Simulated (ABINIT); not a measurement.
# BiOBr (P4/nmm): G0W0 with ABINIT, start to end, part 2 of 3

Wanted: ground state, empty states, screening and self-energy for BiOBr (P4/nmm).

ABINIT 10.8.3; PBEsol and many-body steps on it, plane waves. Known limits of the many-body steps: not at the basis limit; no spin-orbit coupling; coarse k mesh.

So far. Step 2 (Ground state): The gap is indirect, with the least direct gap 0.13 eV higher.

The database entry behind the starting cell differs from later determinations by our own check (0.1 to 0.3 % short, probably kX units), so it need not match the best structure at ambient conditions.

## (3) Bands along the symmetry lines

Level of this step: DFT, PBEsol, plane waves, norm-conserving pseudopotentials (ABINIT).

The cheap functional maps the bands first; the places of the edges decide which points the dearer methods must see.

File run.abi:

```
acell 3*1.0 Angstrom
rprim 
  3.916000000000 0.000000000000 0.000000000000
  0.000000000000 3.916000000000 0.000000000000
  0.000000000000 0.000000000000 8.077000000000
ntypat 3
znucl 83 35 8
natom 6
typat 1 1 2 2 3 3
xred 
  0.000000000000 0.500000000000 0.154000000000
  0.500000000000 0.000000000000 0.846000000000
  0.000000000000 0.500000000000 0.653000000000
  0.500000000000 0.000000000000 0.347000000000
  0.000000000000 0.000000000000 0.000000000000
  0.500000000000 0.500000000000 0.000000000000
pp_dirpath "pseudos"
pseudos "Bi.upf, Br.upf, O.upf"
ecut 42
iscf -2
irdden 1
kptopt 0
nkpt 75
kpt 
  0.00000000 0.00000000 0.00000000
  0.00000000 0.06250000 0.00000000
  0.00000000 0.12500000 0.00000000
  0.00000000 0.18750000 0.00000000
  0.00000000 0.25000000 0.00000000
  0.00000000 0.31250000 0.00000000
  0.00000000 0.37500000 0.00000000
  0.00000000 0.43750000 0.00000000
  0.00000000 0.50000000 0.00000000
  0.06250000 0.50000000 0.00000000
  0.12500000 0.50000000 0.00000000
  0.18750000 0.50000000 0.00000000
  0.25000000 0.50000000 0.00000000
  0.31250000 0.50000000 0.00000000
  0.37500000 0.50000000 0.00000000
  0.43750000 0.50000000 0.00000000
  0.50000000 0.50000000 0.00000000
  0.43750000 0.43750000 0.00000000
  0.37500000 0.37500000 0.00000000
  0.31250000 0.31250000 0.00000000
  0.25000000 0.25000000 0.00000000
  0.18750000 0.18750000 0.00000000
  0.12500000 0.12500000 0.00000000
  0.06250000 0.06250000 0.00000000
  0.00000000 0.00000000 0.00000000
  0.00000000 0.00000000 0.06250000
  0.00000000 0.00000000 0.12500000
  0.00000000 0.00000000 0.18750000
  0.00000000 0.00000000 0.25000000
  0.00000000 0.00000000 0.31250000
  0.00000000 0.00000000 0.37500000
  0.00000000 0.00000000 0.43750000
  0.00000000 0.00000000 0.50000000
  0.00000000 0.06250000 0.50000000
  0.00000000 0.12500000 0.50000000
  0.00000000 0.18750000 0.50000000
  0.00000000 0.25000000 0.50000000
  0.00000000 0.31250000 0.50000000
  0.00000000 0.37500000 0.50000000
  0.00000000 0.43750000 0.50000000
  0.00000000 0.50000000 0.50000000
  0.06250000 0.50000000 0.50000000
  0.12500000 0.50000000 0.50000000
  0.18750000 0.50000000 0.50000000
  0.25000000 0.50000000 0.50000000
  0.31250000 0.50000000 0.50000000
  0.37500000 0.50000000 0.50000000
  0.43750000 0.50000000 0.50000000
  0.50000000 0.50000000 0.50000000
  0.43750000 0.43750000 0.50000000
  0.37500000 0.37500000 0.50000000
  0.31250000 0.31250000 0.50000000
  0.25000000 0.25000000 0.50000000
  0.18750000 0.18750000 0.50000000
  0.12500000 0.12500000 0.50000000
  0.06250000 0.06250000 0.50000000
  0.00000000 0.00000000 0.50000000
  0.00000000 0.50000000 0.00000000
  0.00000000 0.50000000 0.06250000
  0.00000000 0.50000000 0.12500000
  0.00000000 0.50000000 0.18750000
  0.00000000 0.50000000 0.25000000
  0.00000000 0.50000000 0.31250000
  0.00000000 0.50000000 0.37500000
  0.00000000 0.50000000 0.43750000
  0.00000000 0.50000000 0.50000000
  0.50000000 0.50000000 0.00000000
  0.50000000 0.50000000 0.06250000
  0.50000000 0.50000000 0.12500000
  0.50000000 0.50000000 0.18750000
  0.50000000 0.50000000 0.25000000
  0.50000000 0.50000000 0.31250000
  0.50000000 0.50000000 0.37500000
  0.50000000 0.50000000 0.43750000
  0.50000000 0.50000000 0.50000000
istwfk *1
nband 53
nbdbuf 2
tolwfr 1e-08
nstep 40
prtwf 0
prtvol 0
indata_prefix "in"
outdata_prefix "out"
tmpdata_prefix "tmp"
```

Run with:

```bash
$ OMP_NUM_THREADS=1 mpirun -n 24 abinit run.abi > log
```

Numbers of over 12 decimals in the logs are rounded to 6 here.

Log:

```text
.Version 10.8.3 of ABINIT. v10.8.2 released Aug 2026.

 Symmetries : space group P4/n m m (#129); Bravais tP (primitive tetrag.)
[... echo of the input left out ...]
== DATASET  1 ==================================================================
-   mpi_nproc: 24, omp_nthreads: 1 (-1 if OMP is not activated)
-    --> not optimal distribution: autoparal keyword recommended in input file <--

--- !DatasetInfo
iteration_state: {dtset: 1, }
dimensions: {natom: 6, nkpt: 75, mband: 53, nsppol: 1, nspinor: 1, nspden: 1, mpw: 10910, }
cutoff_energies: {ecut:  42.0, pawecutdg:  -1.0, }
electrons: {nelect:   9.20000000E+01, charge:   0.00000000E+00, occopt:   1.00000000E+00, tsmear:   1.00000000E-02, }

 Real(R)+Recip(G) space primitive vectors, cartesian coordinates (Bohr,Bohr^-1):
 R(1)=  7.4001675  0.0000000  0.0000000  G(1)=  0.1351321  0.0000000  0.0000000
 R(2)=  0.0000000  7.4001675  0.0000000  G(2)=  0.0000000  0.1351321  0.0000000
 R(3)=  0.0000000  0.0000000 15.2633179  G(3)=  0.0000000  0.0000000  0.0655166
 Unit cell volume ucvol=  8.3585713E+02 bohr^3
 Angles (23,13,12)=  9.00000000E+01  9.00000000E+01  9.00000000E+01 degrees

 getcut: wavevector=  0.0000  0.0000  0.0000  ngfft=  45  45  90
         ecut(hartree)=     42.000   => boxcut(ratio)=   2.02117

--- Pseudopotential description ------------------------------------------------
- Bi Generated using ONCVPSP code by D. R. Hamann
- 83.00000  23.00000  180301                  znucl, zion, pspdat
12 -116133 2 -1 1472                          pspcod,pspxc,lmax,lloc,mmax
     nproj     2     2     2
  pspatm : epsatm=   28.42398882
         --- l  ekb(1:nproj) -->
             0   17.099263    2.333947
             1    7.134189    1.181075
             2    3.367336    0.414803
 pspatm: atomic psp has been read  and splines computed

- Br Generated using ONCVPSP code by D. R. Hamann
- 35.00000  17.00000  180301                  znucl, zion, pspdat
12 -116133 2 -1 1098                          pspcod,pspxc,lmax,lloc,mmax
     nproj     2     2     2
  pspatm : epsatm=   31.49815384
         --- l  ekb(1:nproj) -->
[...]
pspatm: atomic psp has been read  and splines computed

- O Generated using ONCVPSP code by D. R. Hamann
-  8.00000   6.00000  180301                  znucl, zion, pspdat
12 -116133 2 -1 936                           pspcod,pspxc,lmax,lloc,mmax
     nproj     2     2     1
  pspatm : epsatm=    6.20179097
         --- l  ekb(1:nproj) -->
[...]
2   -1.335834
 pspatm: atomic psp has been read  and splines computed

--------------------------------------------------------------------------------

================================================================================
 prteigrs : about to open file out_EIG
 Non-SCF case, kpt    1 (  0.00000  0.00000  0.00000), residuals and eigenvalues=
[...]
7.8621E-02  7.8621E-02  1.1006E-01  1.1006E-01  1.2533E-01  1.2533E-01
  1.5440E-01  1.5440E-01  1.5851E-01  1.5851E-01  3.4274E-01  3.4274E-01
[...]
--- !ResultsGS
iteration_state: {dtset: 1, }
comment   : Summary of ground state results
lattice_vectors:
- [  7.4001675,   0.0000000,   0.0000000, ]
- [  0.0000000,   7.4001675,   0.0000000, ]
- [  0.0000000,   0.0000000,  15.2633179, ]
lattice_lengths: [   7.40017,    7.40017,   15.26332, ]
lattice_angles: [ 90.000,  90.000,  90.000, ] # degrees, (23, 13, 12)
lattice_volume:   8.3585713E+02
convergence: {deltae:  0.000E+00, res2:  0.000E+00, residm:  9.982E-09, diffor:  0.000E+00, }
etotal    :  -7.67762495E+02
entropy   :   0.00000000E+00
fermie    :   1.94946013E-01
cartesian_stress_tensor: null
pressure_GPa: null
xred      :
- [  0.0000E+00,   5.0000E-01,   1.5400E-01, Bi]
- [  5.0000E-01,   0.0000E+00,   8.4600E-01, Bi]
- [  0.0000E+00,   5.0000E-01,   6.5300E-01, Br]
- [  5.0000E-01,   0.0000E+00,   3.4700E-01, Br]
- [  0.0000E+00,   0.0000E+00,   0.0000E+00,  O]
- [  5.0000E-01,   5.0000E-01,   0.0000E+00,  O]
cartesian_forces: null
force_length_stats: {min: null, max: null, mean: null, }

 Integrated electronic density in atomic spheres:
 ------------------------------------------------
 Atom  Sphere_radius  Integrated_density
[...]
================================================================================

 ----iterations are completed or convergence reached----

 Mean square residual over all n,k,spin=   51.220E-10; max=  99.817E-10
 reduced coordinates (array xred) for    6 atoms
[...]
0.000000000000      0.000000000000      0.000000000000
       0.500000000000      0.500000000000      0.000000000000

 cartesian coordinates (angstrom) at end:
    1      0.000000     1.958000     1.243858
    2      1.958000     0.000000     6.833142
    3      0.000000     1.958000     5.274281
    4      1.958000     0.000000     2.802719
    5      0.000000     0.000000     0.000000
    6      1.958000     1.958000     0.000000
 length scales=  1.889726125908  1.889726125908  1.889726125908 bohr
              =  1.000000000000  1.000000000000  1.000000000000 angstroms
 prteigrs : about to open file out_EIG
 Eigenvalues (hartree) for nkpt=  75  k points:
 kpt#   1, nband= 53, wtk=  1.00000, kpt=  0.0000  0.0000  0.0000 (reduced coord)
[...]
kpt#   2, nband= 53, wtk=  1.00000, kpt=  0.0000  0.0625  0.0000 (reduced coord)
[...]
kpt#   3, nband= 53, wtk=  1.00000, kpt=  0.0000  0.1250  0.0000 (reduced coord)
[...]
kpt#  74, nband= 53, wtk=  1.00000, kpt=  0.5000  0.5000  0.4375 (reduced coord)
[...]
0.39068    0.39068    0.40612    0.40612    0.55557
 kpt#  75, nband= 53, wtk=  1.00000, kpt=  0.5000  0.5000  0.5000 (reduced coord)
[...]
-0.17646   -0.17646    0.02450    0.02450    0.07862    0.07862    0.11006    0.11006
   0.12533    0.12533    0.15440    0.15440    0.15851    0.15851    0.34274    0.34274
   0.39097    0.39097    0.40500    0.40500    0.55774

== END DATASET(S) ==============================================================
================================================================================

 -outvars: echo values of variables after computation  --------
            nband          53
             nkpt          75
          spgroup         129
 [... the other variables as echoed above ...]

 Calculation completed.
```

Run time: 1.8 min. Hardware: 24 MPI ranks of Arm Neoverse N1, shared host; peak memory 2.6 GiB; 43 min of CPU time.

This step gave:

```yaml
gap: 2.096 eV
k_of_the_valence_top: 0, 0.375, 0.5
k_of_the_conduction_bottom: 0, 0, 0.4375
least_direct_gap: 2.277 eV
```

The gap is 2.096 eV, −0.054 eV from the run before at this level.

Electronic bands along the path, in eV, zero at the top of the highest filled band:

| point | band 43 | band 44 | band 45 | band 46 | band 47 | band 48 | band 49 | band 50 |
| --- | --- | --- | --- | --- | --- | --- | --- | --- |
| Γ | -1.07 | -0.80 | -0.80 | -0.72 | 2.29 | 3.22 | 4.90 | 4.90 |
| halfway | -0.65 | -0.55 | -0.35 | -0.16 | 3.86 | 4.13 | 4.17 | 4.66 |
| X | -0.57 | -0.57 | -0.15 | -0.15 | 4.28 | 4.28 | 4.83 | 4.83 |
| halfway | -0.99 | -0.99 | -0.97 | -0.97 | 3.96 | 3.96 | 4.90 | 4.90 |
| M | -1.04 | -1.04 | -0.81 | -0.81 | 3.28 | 3.28 | 5.06 | 5.06 |
| halfway | -0.89 | -0.50 | -0.39 | -0.38 | 3.41 | 4.46 | 4.82 | 4.83 |
| Γ | -1.07 | -0.80 | -0.80 | -0.72 | 2.29 | 3.22 | 4.90 | 4.90 |
| halfway | -1.06 | -0.62 | -0.62 | -0.45 | 2.17 | 2.86 | 4.81 | 4.81 |
| Z | -0.96 | -0.49 | -0.49 | -0.18 | 2.10 | 2.43 | 4.72 | 4.72 |
| halfway | -0.92 | -0.53 | -0.44 | -0.24 | 3.64 | 3.92 | 4.74 | 4.77 |
| R | -0.58 | -0.58 | -0.11 | -0.11 | 4.10 | 4.10 | 4.88 | 4.88 |
| halfway | -1.09 | -1.09 | -0.52 | -0.52 | 3.58 | 3.58 | 5.34 | 5.34 |
| A | -1.16 | -1.16 | -1.04 | -1.04 | 3.97 | 3.97 | 5.28 | 5.28 |
| halfway | -1.18 | -1.05 | -0.36 | -0.30 | 3.05 | 4.31 | 5.03 | 5.17 |
| Z | -0.96 | -0.49 | -0.49 | -0.18 | 2.10 | 2.43 | 4.72 | 4.72 |
| jump to X | -0.57 | -0.57 | -0.15 | -0.15 | 4.28 | 4.28 | 4.83 | 4.83 |
| halfway | -0.57 | -0.57 | -0.13 | -0.13 | 4.19 | 4.19 | 4.86 | 4.86 |
| R | -0.58 | -0.58 | -0.11 | -0.11 | 4.10 | 4.10 | 4.88 | 4.88 |
| jump to M | -1.04 | -1.04 | -0.81 | -0.81 | 3.28 | 3.28 | 5.06 | 5.06 |
| halfway | -1.04 | -1.04 | -0.98 | -0.98 | 3.59 | 3.59 | 5.17 | 5.17 |
| A | -1.16 | -1.16 | -1.04 | -1.04 | 3.97 | 3.97 | 5.28 | 5.28 |

## (4) Empty states on the mesh, 4×4×2 mesh, 151 bands

The sums over transitions need many empty states on a uniform mesh; this step solves for them.

File run.abi:

```
acell 3*1.0 Angstrom
rprim 
  3.916000000000 0.000000000000 0.000000000000
  0.000000000000 3.916000000000 0.000000000000
  0.000000000000 0.000000000000 8.077000000000
ntypat 3
znucl 83 35 8
natom 6
typat 1 1 2 2 3 3
xred 
  0.000000000000 0.500000000000 0.154000000000
  0.500000000000 0.000000000000 0.846000000000
  0.000000000000 0.500000000000 0.653000000000
  0.500000000000 0.000000000000 0.347000000000
  0.000000000000 0.000000000000 0.000000000000
  0.500000000000 0.500000000000 0.000000000000
pp_dirpath "pseudos"
pseudos "Bi.upf, Br.upf, O.upf"
ecut 42
ngkpt 4 4 2
nshiftk 1
shiftk 0 0 0
kptopt 1
chksymbreak 0
iscf -2
irdden 1
istwfk *1
nband 151
nbdbuf 12
tolwfr 1e-09
nstep 60
prtvol 0
indata_prefix "in"
outdata_prefix "out"
tmpdata_prefix "tmp"
```

Log:

```text
.Version 10.8.3 of ABINIT. v10.8.2 released Aug 2026.

 Symmetries : space group P4/n m m (#129); Bravais tP (primitive tetrag.)
[... echo of the input left out ...]
== DATASET  1 ==================================================================
-   mpi_nproc: 24, omp_nthreads: 1 (-1 if OMP is not activated)
-    --> not optimal distribution: autoparal keyword recommended in input file <--

--- !DatasetInfo
iteration_state: {dtset: 1, }
dimensions: {natom: 6, nkpt: 12, mband: 151, nsppol: 1, nspinor: 1, nspden: 1, mpw: 10904, }
cutoff_energies: {ecut:  42.0, pawecutdg:  -1.0, }
electrons: {nelect:   9.20000000E+01, charge:   0.00000000E+00, occopt:   1.00000000E+00, tsmear:   1.00000000E-02, }

 Real(R)+Recip(G) space primitive vectors, cartesian coordinates (Bohr,Bohr^-1):
 R(1)=  7.4001675  0.0000000  0.0000000  G(1)=  0.1351321  0.0000000  0.0000000
 R(2)=  0.0000000  7.4001675  0.0000000  G(2)=  0.0000000  0.1351321  0.0000000
 R(3)=  0.0000000  0.0000000 15.2633179  G(3)=  0.0000000  0.0000000  0.0655166
 Unit cell volume ucvol=  8.3585713E+02 bohr^3
 Angles (23,13,12)=  9.00000000E+01  9.00000000E+01  9.00000000E+01 degrees

 getcut: wavevector=  0.0000  0.0000  0.0000  ngfft=  45  45  90
         ecut(hartree)=     42.000   => boxcut(ratio)=   2.02117

--- Pseudopotential description ------------------------------------------------
- Bi Generated using ONCVPSP code by D. R. Hamann
- 83.00000  23.00000  180301                  znucl, zion, pspdat
12 -116133 2 -1 1472                          pspcod,pspxc,lmax,lloc,mmax
     nproj     2     2     2
  pspatm : epsatm=   28.42398882
         --- l  ekb(1:nproj) -->
             0   17.099263    2.333947
             1    7.134189    1.181075
             2    3.367336    0.414803
 pspatm: atomic psp has been read  and splines computed

- Br Generated using ONCVPSP code by D. R. Hamann
- 35.00000  17.00000  180301                  znucl, zion, pspdat
12 -116133 2 -1 1098                          pspcod,pspxc,lmax,lloc,mmax
     nproj     2     2     2
  pspatm : epsatm=   31.49815384
         --- l  ekb(1:nproj) -->
[...]
pspatm: atomic psp has been read  and splines computed

- O Generated using ONCVPSP code by D. R. Hamann
-  8.00000   6.00000  180301                  znucl, zion, pspdat
12 -116133 2 -1 936                           pspcod,pspxc,lmax,lloc,mmax
     nproj     2     2     1
  pspatm : epsatm=    6.20179097
         --- l  ekb(1:nproj) -->
[...]
2   -1.335834
 pspatm: atomic psp has been read  and splines computed

--------------------------------------------------------------------------------

================================================================================
 prteigrs : about to open file out_EIG
 Non-SCF case, kpt    1 (  0.00000  0.00000  0.00000), residuals and eigenvalues=
[...]
3.86E-06  2.15E-06  1.20E-06  4.00E-06  1.39E-04  1.36E-04  2.08E-04
 -5.4113E+00 -5.4113E+00 -3.1342E+00 -3.1342E+00 -3.1338E+00 -3.1338E+00
 -3.1338E+00 -3.1338E+00 -1.9801E+00 -1.9801E+00 -1.9801E+00 -1.9801E+00
 -1.9792E+00 -1.9792E+00 -1.9792E+00 -1.9792E+00 -1.9788E+00 -1.9788E+00
[...]
1.7410E+00  1.7410E+00  1.7645E+00  1.7645E+00  1.7662E+00  1.7741E+00
  1.7782E+00  1.8139E+00  1.8151E+00  1.8151E+00  1.8577E+00  1.8591E+00
  1.8615E+00
 prteigrs : prtvol=0 or 1, do not print more k-points.

--- !ResultsGS
iteration_state: {dtset: 1, }
comment   : Summary of ground state results
lattice_vectors:
- [  7.4001675,   0.0000000,   0.0000000, ]
- [  0.0000000,   7.4001675,   0.0000000, ]
- [  0.0000000,   0.0000000,  15.2633179, ]
lattice_lengths: [   7.40017,    7.40017,   15.26332, ]
lattice_angles: [ 90.000,  90.000,  90.000, ] # degrees, (23, 13, 12)
lattice_volume:   8.3585713E+02
convergence: {deltae:  0.000E+00, res2:  0.000E+00, residm:  9.993E-10, diffor:  0.000E+00, }
etotal    :  -7.67762495E+02
entropy   :   0.00000000E+00
fermie    :   1.94946013E-01
cartesian_stress_tensor: null
pressure_GPa: null
xred      :
- [  0.0000E+00,   5.0000E-01,   1.5400E-01, Bi]
- [  5.0000E-01,   0.0000E+00,   8.4600E-01, Bi]
- [  0.0000E+00,   5.0000E-01,   6.5300E-01, Br]
- [  5.0000E-01,   0.0000E+00,   3.4700E-01, Br]
- [  0.0000E+00,   0.0000E+00,   0.0000E+00,  O]
- [  5.0000E-01,   5.0000E-01,   0.0000E+00,  O]
cartesian_forces: null
force_length_stats: {min: null, max: null, mean: null, }

 Integrated electronic density in atomic spheres:
 ------------------------------------------------
 Atom  Sphere_radius  Integrated_density
[...]
================================================================================

 ----iterations are completed or convergence reached----

 Mean square residual over all n,k,spin=   46.313E-11; max=  99.925E-11
 reduced coordinates (array xred) for    6 atoms
[...]
0.000000000000      0.000000000000      0.000000000000
       0.500000000000      0.500000000000      0.000000000000

 cartesian coordinates (angstrom) at end:
    1      0.000000     1.958000     1.243858
    2      1.958000     0.000000     6.833142
    3      0.000000     1.958000     5.274281
    4      1.958000     0.000000     2.802719
    5      0.000000     0.000000     0.000000
    6      1.958000     1.958000     0.000000
 length scales=  1.889726125908  1.889726125908  1.889726125908 bohr
              =  1.000000000000  1.000000000000  1.000000000000 angstroms
 prteigrs : about to open file out_EIG
 Eigenvalues (hartree) for nkpt=  12  k points:
 kpt#   1, nband=151, wtk=  0.03125, kpt=  0.0000  0.0000  0.0000 (reduced coord)
[...]
1.64537    1.65041    1.65302    1.65302    1.67314    1.69772    1.72539    1.72539
   1.73224    1.73648    1.74104    1.74104    1.76446    1.76446    1.76618    1.77413
   1.77819    1.81393    1.81505    1.81506    1.85770    1.85915    1.86148
 prteigrs : prtvol=0 or 1, do not print more k-points.

== END DATASET(S) ==============================================================
================================================================================

 -outvars: echo values of variables after computation  --------
            nband         151
             nkpt          12
          spgroup         129
 [... the other variables as echoed above ...]

 Calculation completed.
```

It took 2.3 min on 24 MPI ranks; peak memory 2.3 GiB.

This step gave:

| Item | Value |
| --- | --- |
| gap | 2.211 eV |
| k of the valence top | 0.5, 0, 0.5 |
| k of the conduction bottom | 0, 0, 0.5 |
| least direct gap | 2.277 eV |
| k points computed | 12 |
| lowest point of the top converged band, above the valence top | 41.04 eV |

On this mesh the gap is 2.211 eV. The earlier step found 2.150 eV, so this mesh misses an edge.

(Continued in part 3 of 3.)

[Paths, hosts, dates, memory and timing lines, banners, echoed tables and standing remarks are left out of the program output.]

[Logs are printed without paths, hosts, clocks, repeated set-up lines and the standing remarks that a program may print on its own settings, such as how far it seeks lower states.]

[Runs of the session that timed out or met a known fault of the program may be left out.]

[Hosts, paths, dates, database ids (printed as entryN), source tags and the programs' standing remarks are cut or masked in the printed files.]

[G0W0 gaps are taken among the corrected bands and points alone; a level outside them can change the order at an edge.]

[Where Ansatz stands beside ABINIT at settings called matched, ABINIT's density can come from a denser mesh and the files from another edition; pairs whose starting gaps differed by over 0.03 eV were left out, so agreement reads better than it is.]
